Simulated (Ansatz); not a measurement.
System: ZrSe3 (P2_1/m).

```cif
data_structure
_symmetry_space_group_name_H-M 'P 1'
_symmetry_Int_Tables_number 1
_cell_length_a 5.4109
_cell_length_b 3.7488
_cell_length_c 9.4440
_cell_angle_alpha 90.000
_cell_angle_beta 97.480
_cell_angle_gamma 90.000
_cell_volume 189.94
loop_
_atom_site_label
_atom_site_type_symbol
_atom_site_fract_x
_atom_site_fract_y
_atom_site_fract_z
_atom_site_occupancy
Zr1 Zr 0.28500 0.25000 0.65600 1
Zr2 Zr 0.71500 0.75000 0.34400 1
Se3 Se 0.76200 0.25000 0.55400 1
Se4 Se 0.23800 0.75000 0.44600 1
Se5 Se 0.45600 0.25000 0.17400 1
Se6 Se 0.54400 0.75000 0.82600 1
Se7 Se 0.88800 0.25000 0.16900 1
Se8 Se 0.11200 0.75000 0.83100 1
```

The cell and positions come from the Crystallography Open Database and are kept as given unless a step says otherwise. PAW set soft_2, made with PBE.

Gaps computed with Ansatz 0.2.0 without a self-energy: r2SCAN 0.63 eV, r2SCAN+SOC 0.56 eV and PBE0 1.72 eV.

**Question.** Estimate the G0W0@r2SCAN gap with 4×4×2 mesh, 955 empty bands, screening to 170 eV, default PAW files.

About 1.25 eV: on its mesh the run moves the gap from 0.63 eV by +0.62 eV. Among the scalar-relativistic levels given, PBE0 is nearest (+0.47 eV). Spin-orbit coupling is not in that value; its −0.07 eV at the r2SCAN level would bring it to about 1.18 eV. Bands and cutoff are finite, so the gap is not at the basis limit. The miss can reach some tenths of an eV and take either sign; the mesh is an error of its own. The 4×4×2 mesh is coarse for this cell (its supercell is 15 Å along the shortest edge). The RPA ε∞ on it, from the r2SCAN start, is 5.90, 10.88 and 11.85; such meshes misread the long-range screening, most where the gap is narrow. The many-body steps are scalar-relativistic: spin-orbit coupling is not in them.

[Paths, hosts, dates, memory and timing lines, banners, echoed tables and standing remarks are left out of the program output.]

[Logs are printed without paths, hosts, clocks, repeated set-up lines and the standing remarks that a program may print on its own settings, such as how far it seeks lower states.]

[Runs of the session that timed out or met a known fault of the program may be left out.]

[Cells called generated may have been cut or substituted from an entry of the Crystallography Open Database or the Materials Project.]

[Hosts, paths, dates, database ids (printed as entryN), source tags and the programs' standing remarks are cut or masked in the printed files.]
